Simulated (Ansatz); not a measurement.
# LiF (Griceite, Fm-3m): zone-centre modes under pressure, part 2 of 3

Aim: how do the optical modes of LiF (Griceite, Fm-3m) move with volume?

Ansatz 0.2.0; DFT LDA, scalar-relativistic, plane waves, PAW; PAW set soft_1.

So far. Step 4 (Tight relaxation): The forces vanish by symmetry and the pressure is -0.004 GPa, within the tolerances set. The cell now holds 7.46 Å³/atom.

## (5) Zone-centre response at rest

The modes at rest are the reference of the series, and the response to a field gives the dielectric tensor and the Born charges.

input.yaml

```yaml
crystal:
  lattice:
    - [0.0, 1.9536259172, 1.9536259172]
    - [1.9536259172, 0.0, 1.9536259172]
    - [1.9536259172, 1.9536259172, 0.0]
  atoms:
    - { symbol: Li, position: [0.0, 0.0, 0.0] }
    - { symbol: F, position: [0.5, 0.5, 0.5] }
kpoints:
  mp_grid: { grid: [12, 12, 12] }
hamiltonian:
  xc: lda
  pseudopotentials: { kind: paw, azcp: { folder: soft_1 }, xc_functional: pbe }
scf:
  occupations: { method: fixed }
output:
  eigenvalues: true
phonons:
  method: dfpt
  dielectric: true
  rigid_motions: translations
  raman: true
```

The run is started by

```console
ansatz run input.yaml --threads 4 --pin off --max-ram 10240MiB --backend cpu --events-out ev --progress --plain --runs-dir out
```

Numbers of over 12 decimals in the logs are rounded to 6 here.

Log:

```text
[...]
Crystal: 2 atoms, lattice volume = 14.913 Å³
Basis set: ecut = 420 eV, 283 PW (Γ), exchange–correlation on 40×40×40 points (8 copies of the dense FFT grid, shifted against one another)
Bands: 9, of which v1, the nominal top of the filled ones, is band 5 counted from 1 (4 counted from 0)
Symmetry: 48 space group operations
k-points: 163 of 1728 (irreducible under 8 space group operations, time reversal used)
[...]
SCF iter   1: F=—  HF=-998.681856 eV  |F-HF|=—  |Δ(HF+E_count)|=         —  Δρ=6.36e-2  dr2=3.29e-1  ethr=3.10e-3  ⟨swp⟩=3.9  Hψ=7991  notcnv=0  defer=308
[...]
SCF iter   7: F=-998.702734 eV  HF=-998.702734 eV  |F-HF|=4.72e-11  |Δ(HF+E_count)|=  8.71e-10  Δρ=8.03e-7  dr2=7.54e-11  ethr=1.00e-12  ⟨swp⟩=4.5  Hψ=8040  notcnv=0
SCF 1 converged in 7 iterations: F = -998.702734 eV  dr2 = 7.54e-11
[...]
NSCF: frozen V_eff on 1 k-points
DFPT response loops at Γ: preconditioner auto → none (the input reference at scf.mixing.eps_inf says where Resta's filter doesn't serve); β = 0.50; Broyden in place of MSR1
── the response to a field inside a basis, on 12×12×12 k-points: an SCF that follows is theirs, and a resumed run solves both again ──
Bands: 6, of which v1, the nominal top of the filled ones, is band 5 counted from 1 (4 counted from 0)
k-points: 182 of 1728 (irreducible under 12 space group operations)
[...]
Eigensolver: Dense (182 Hₖ)
SCF iter   1: F=—  HF=-998.705852 eV  |F-HF|=—  |Δ(HF+E_count)|=         —  Δρ=1.07e-3  dr2=2.36e-5  ethr=1.00e-1
[...]
SCF iter   5: F=-998.705844 eV  HF=-998.705844 eV  |F-HF|=2.27e-13  |Δ(HF+E_count)|=   1.17e-9  Δρ=1.53e-7  dr2=1.32e-12  ethr=3.68e-11
SCF 1 converged in 5 iterations: F = -998.705844 eV  dr2 = 1.32e-12
[...]
SCF converged after 7 iterations
Free energy (F): -998.702734 eV
[...]
Internal energy: -998.702734 eV  (E = F + TS)
E sigma→0 (E₀):  -998.702734 eV
Fermi energy:    1.321645 eV
[...]
--- Band table (eV; the first three rows and the last of 163) ---
[...]
--- Phonons (Γ-DFPT): 2 representative perturbations + reference, on 163 of 1728 k-points (Σ response iterations 7) ---
  k mesh reduced under 8 symmetry operations, with k and −k counted as one. Each operation leaves every solved perturbation unchanged. A smaller set is not considered because the run solves the response to a homogeneous field
  ASR residual: 1.038e-4 → 0.000e0 eV/Å²; symmetrization residual: 2.653e-7 eV/Å²
  ASR residual per site (eV/Å²): 1.04e-4 1.33e-5
  Γ frequencies (cm⁻¹): 0.00 0.00 0.00 339.07 339.07 339.07
  ε∞ (high-frequency dielectric tensor):
        2.118122    -0.000000    -0.000000
       -0.000000     2.118122    -0.000000
        0.000000     0.000000     2.118122
  ε⁰ (static dielectric tensor: ions relaxed, cell fixed):
        8.226631    -0.000000    -0.000000
       -0.000000     8.226631    -0.000000
        0.000000     0.000000     8.226631
  ε⁰ − ε∞ (ionic part):
        6.108509    -0.000000    -0.000000
       -0.000000     6.108509     0.000000
       -0.000000     0.000000     6.108509
  softest optical mode at Γ: 339.07 cm⁻¹; the repairs (sum rule, projections) moved no ω² at Γ by more than (2.03 cm⁻¹)²
  Born effective charges Z* (e; rows j = field, columns β = displacement):
    site 0:
         1.04014    0.00000    0.00000
        -0.00000    1.04014    0.00000
         0.00000   -0.00000    1.04014
    site 1:
        -1.04014   -0.00000    0.00000
         0.00000   -1.04014   -0.00000
         0.00000    0.00000   -1.04014
  Z* charge neutrality: 1.899e-6 e pre-enforcement
  k-mesh period / interband length: 33.2 Å / 0.79 Å = 42.03 at k = (0.0000, 0.0000, -0.5000), direct gap 11.140 eV — 14 or more, which is no proof of convergence
  Raman tensors (in the event stream and the table raman_tensors.tsv): an entry may err by 3.3e-5 Å², one of the second-order susceptibility by 5.8e-21 pm/V (basis, points and sum rule); their sum over the sites missed zero by 5.266e-23 Å² ahead of its enforcement
  optical modes at Γ without the LO–TO term, one row a degenerate level:
      ω (cm⁻¹)  modes    IR ((D/Å)²/amu)  static Raman (Å⁴/amu)  depolarisation
        339.07      3            14.7310                 0.0000               —
  optical modes at Γ + LO–TO along q̂ = [1.0000, 0.0000, 0.0000]:
      ω (cm⁻¹)  modes    IR ((D/Å)²/amu)  static Raman (Å⁴/amu)  depolarisation
        339.07      2             9.8207                 0.0000               —
        668.23      1             4.9103                 0.0000               —
  optical modes at Γ + LO–TO along q̂ = [0.0000, 1.0000, 0.0000]:
      ω (cm⁻¹)  modes    IR ((D/Å)²/amu)  static Raman (Å⁴/amu)  depolarisation
        339.07      2             9.8207                 0.0000               —
        668.23      1             4.9103                 0.0000               —
  optical modes at Γ + LO–TO along q̂ = [0.0000, 0.0000, 1.0000]:
      ω (cm⁻¹)  modes    IR ((D/Å)²/amu)  static Raman (Å⁴/amu)  depolarisation
        339.07      2             9.8207                 0.0000               —
        668.23      1             4.9103                 0.0000               —
```

Elapsed: 30 s, on 4 threads of AMD EPYC 7B13 (Zen 3), shared host; peak memory 0.8 GiB; 1.8 min of CPU time.

This step gave:

- sum-rule residual before enforcement: 1.04e-4 eV/Å²
- miss of the charge sum rule: 1.90e-6 e
- point group: m-3m
- highest optical mode at the zone centre (no LO-TO term): 339.1 cm⁻¹
- lowest optical zone-centre mode: 339.1 cm⁻¹
- mean high-frequency dielectric constant: 2.118
- largest Born charge (third of the trace): 1.040 e
- mean static dielectric constant: 8.227
- top of the zone-centre spectrum with the field: 668.2 cm⁻¹

Without the LO-TO term. Patterns of degenerate modes are one choice out of their space. The modes at Γ (shares of kinetic energy by element, %):

| mode | frequency (cm⁻¹) | symmetry | Li % | F % |
| --- | --- | --- | --- | --- |
| 1 | 0.0 | acoustic | 27 | 73 |
| 2 | 0.0 | acoustic | 27 | 73 |
| 3 | 0.0 | acoustic | 27 | 73 |
| 4 | 339.1 | T1u | 73 | 27 |
| 5 | 339.1 | T1u | 73 | 27 |
| 6 | 339.1 | T1u | 73 | 27 |

Displacements in mode 4 (339.1 cm⁻¹), the largest set to 1:
```
Li1  1.00  0.00  0.00
F2  -0.37  0.00  0.00
```

Optical modes at the zone centre, without and with the macroscopic field of the longitudinal modes; each column is sorted by frequency, so a row need not hold one and the same mode. Modes with and without the field, by row:

| rank among optical modes | no field (cm⁻¹) | q along (1, 0, 0) (cm⁻¹) |
| --- | --- | --- |
| 1 | 339.1 | 339.1 |
| 2 | 339.1 | 339.1 |
| 3 | 339.1 | 668.2 |

Born charge (rows field, columns displacement) (e), principal values of the symmetric part by kind of site:

| atom | atoms with these values | low | middle | high | mean |
| --- | --- | --- | --- | --- | --- |
| Li1 | 1 | 1.04 | 1.04 | 1.04 | 1.04 |
| F2 | 1 | -1.04 | -1.04 | -1.04 | -1.04 |

In full for F2:

```
-1.04  0.00  0.00
 0.00 -1.04  0.00
 0.00  0.00 -1.04
```

High-frequency dielectric tensor:

```
2.12 0.00 0.00
0.00 2.12 0.00
0.00 0.00 2.12
```

Static dielectric tensor (ions relaxed, fixed cell):

```
8.23 0.00 0.00
0.00 8.23 0.00
0.00 0.00 8.23
```

Transverse modes. Lines of the infrared spectrum (strongest = 100):

| position (cm⁻¹) | label | relative intensity |
| --- | --- | --- |
| 339 | T1u | 100 |

Before it was imposed, the acoustic sum rule was missed by 1.0e-4 eV/Å² and the charge sum rule by 1.9e-6 e. Small misses are needed for a sound result but don't prove that mesh and cutoff are converged. The lowest optical mode is real, 339 cm⁻¹.

## (6) Ground state of a member: 1.06 times the volume at rest

The cell is set to 1.06 times the volume at rest; symmetry leaves nothing else free, so this is a single point.

input.yaml, the sections that differ from step 5:

```yaml
crystal:
  lattice:
    - [0.0, 1.9919420354, 1.9919420354]
    - [1.9919420354, 0.0, 1.9919420354]
    - [1.9919420354, 1.9919420354, 0.0]
  atoms:
    - { symbol: Li, position: [0.0, 0.0, 0.0] }
    - { symbol: F, position: [0.5, 0.5, 0.5] }
output:
  forces: true
  stress: true
  eigenvalues: true
# kpoints, hamiltonian, scf: as in step 5
# phonons: removed
```

Log:

```text
[...]
Crystal: 2 atoms, lattice volume = 15.807 Å³
Basis set: ecut = 420 eV, 331 PW (Γ)
Bands: 9, of which v1, the nominal top of the filled ones, is band 5 counted from 1 (4 counted from 0)
Symmetry: 48 space group operations
[...]
k-points: 72 of 1728
[...]
SCF iter   1: F=—  HF=-998.674109 eV  |F-HF|=—  |Δ(HF+E_count)|=         —  Δρ=6.36e-2  dr2=3.59e-1  ethr=3.10e-3  ⟨swp⟩=3.9  Hψ=3492  notcnv=0  defer=130
[...]
SCF iter   6: F=-998.689658 eV  HF=-998.689658 eV  |F-HF|=1.68e-9  |Δ(HF+E_count)|=   6.16e-8  Δρ=5.41e-6  dr2=2.87e-9  ethr=5.13e-10  ⟨swp⟩=4.2  Hψ=2687  notcnv=0
SCF 1 converged in 6 iterations: F = -998.689658 eV  dr2 = 2.87e-9
[...]
SCF converged after 6 iterations
Free energy (F): -998.689658 eV
[...]
Internal energy: -998.689658 eV  (E = F + TS)
E sigma→0 (E₀):  -998.689658 eV
Fermi energy:    0.816246 eV
[...]
--- Stress (GPa, compression-positive) ---
       -4.474454       0.000000      -0.000000
        0.000000      -4.474454      -0.000000
       -0.000000      -0.000000      -4.474454
  P = ⅓ Tr σ = -4.4745 GPa (-44.745 kbar)
--- Band table (eV; the first three rows and the last of 72) ---
[...]
```

Wall time 0.32 s (4 threads); peak memory 0.31 GiB.

Numbers from this step:

| Property | Result |
| --- | --- |
| pressure | -4.474 GPa |
| gap on the k-mesh | 9.142 eV |
| volume per atom | 7.904 Å³ |

The forces vanish by symmetry, at a pressure of -4.47 GPa.

## (7) Modes of this member: 1.06 times the volume at rest

The zone-centre modes follow for 1.06 times the volume at rest, with the response to a field.

input.yaml: that of step 6 with these lines changed.

```diff
@@ -16,4 +16,6 @@
 output:
-  forces: true
-  stress: true
   eigenvalues: true
+phonons:
+  method: dfpt
+  dielectric: true
+  rigid_motions: translations
```

Log:

```text
[...]
Crystal: 2 atoms, lattice volume = 15.807 Å³
Basis set: ecut = 420 eV, 331 PW (Γ), exchange–correlation on 40×40×40 points (8 copies of the dense FFT grid, shifted against one another)
Bands: 9, of which v1, the nominal top of the filled ones, is band 5 counted from 1 (4 counted from 0)
Symmetry: 48 space group operations
k-points: 163 of 1728 (irreducible under 8 space group operations, time reversal used)
[...]
SCF iter   1: F=—  HF=-998.674107 eV  |F-HF|=—  |Δ(HF+E_count)|=         —  Δρ=6.36e-2  dr2=3.59e-1  ethr=3.10e-3  ⟨swp⟩=3.9  Hψ=7851  notcnv=0  defer=308
[...]
SCF iter   8: F=-998.689659 eV  HF=-998.689659 eV  |F-HF|=9.09e-13  |Δ(HF+E_count)|=  4.02e-11  Δρ=1.22e-7  dr2=2.00e-12  ethr=1.00e-12  ⟨swp⟩=5.9  Hψ=6872  notcnv=0
SCF 1 converged in 8 iterations: F = -998.689659 eV  dr2 = 2.00e-12
[...]
SCF converged after 8 iterations
Free energy (F): -998.689659 eV
[...]
Internal energy: -998.689659 eV  (E = F + TS)
E sigma→0 (E₀):  -998.689659 eV
Fermi energy:    0.816315 eV
[...]
--- Band table (eV; the first three rows and the last of 163) ---
[...]
ASR residual: 1.656e-5 → 0.000e0 eV/Å²; symmetrization residual: 6.591e-8 eV/Å²
  ASR residual per site (eV/Å²): 1.66e-5 1.11e-5
  Γ frequencies (cm⁻¹): 0.00 0.00 0.00 286.93 286.93 286.93
  ε∞ (high-frequency dielectric tensor):
        2.100766    -0.000000    -0.000000
       -0.000000     2.100766    -0.000000
        0.000000     0.000000     2.100766
  ε⁰ (static dielectric tensor: ions relaxed, cell fixed):
       10.248674    -0.000000    -0.000000
        0.000000    10.248674    -0.000000
        0.000000     0.000000    10.248674
  ε⁰ − ε∞ (ionic part):
        8.147909     0.000000     0.000000
        0.000000     8.147909     0.000000
        0.000000     0.000000     8.147909
[...]
Born effective charges Z* (e; rows j = field, columns β = displacement):
    site 0:
         1.04661    0.00000    0.00000
        -0.00000    1.04661    0.00000
         0.00000    0.00000    1.04661
    site 1:
        -1.04661   -0.00000    0.00000
         0.00000   -1.04661   -0.00000
         0.00000   -0.00000   -1.04661
  Z* charge neutrality: 3.399e-6 e pre-enforcement
[...]
optical modes at Γ without the LO–TO term, one row a degenerate level:
      ω (cm⁻¹)  modes    IR ((D/Å)²/amu)
        286.93      3            14.9147
  optical modes at Γ + LO–TO along q̂ = [1.0000, 0.0000, 0.0000]:
      ω (cm⁻¹)  modes    IR ((D/Å)²/amu)
        286.93      2             9.9432
        633.75      1             4.9716
  optical modes at Γ + LO–TO along q̂ = [0.0000, 1.0000, 0.0000]:
      ω (cm⁻¹)  modes    IR ((D/Å)²/amu)
        286.93      2             9.9432
        633.75      1             4.9716
  optical modes at Γ + LO–TO along q̂ = [0.0000, 0.0000, 1.0000]:
      ω (cm⁻¹)  modes    IR ((D/Å)²/amu)
        286.93      2             9.9432
        633.75      1             4.9716
```

Wall time 2.8 s (4 threads); peak memory 0.4 GiB.

This step gave:

```yaml
sum_rule_residual_before_enforcement: 1.66e-5 eV/Å²
miss_of_the_charge_sum_rule: 3.40e-6 e
highest_optical_mode_at_the_zone_centre_no_lo_to_term: 286.9 cm⁻¹
lowest_optical_zone_centre_mode: 286.9 cm⁻¹
mean_high_frequency_dielectric_constant: 2.101
largest_born_charge_third_of_the_trace: 1.047 e
mean_static_dielectric_constant: 10.25
top_of_the_zone_centre_spectrum_with_the_field: 633.8 cm⁻¹
```

Without the LO-TO term. Patterns of degenerate modes are one choice out of their space. The modes at Γ (shares of kinetic energy by element, %):

| mode | frequency (cm⁻¹) | symmetry | Li % | F % |
| --- | --- | --- | --- | --- |
| 1 | 0.0 | acoustic | 27 | 73 |
| 2 | 0.0 | acoustic | 27 | 73 |
| 3 | 0.0 | acoustic | 27 | 73 |
| 4 | 286.9 | T1u | 73 | 27 |
| 5 | 286.9 | T1u | 73 | 27 |
| 6 | 286.9 | T1u | 73 | 27 |

Transverse modes. Lines of the infrared spectrum (strongest = 100):

| position (cm⁻¹) | label | relative intensity |
| --- | --- | --- |
| 287 | T1u | 100 |

The optical mode without the LO-TO term lies at 286.9 cm⁻¹.

For the mean static dielectric tensor (ions relaxed, fixed cell), step 5 gave 8.23; this run, with volume ratio 1.06, gives 10.2 (+25 %).

(Part 2 of 3 ends here.)

[Logs are printed without paths, hosts, clocks, repeated set-up lines and the standing remarks that a program may print on its own settings, such as how far it seeks lower states.]

[Hosts, paths, dates, database ids (printed as entryN), source tags and the programs' standing remarks are cut or masked in the printed files.]
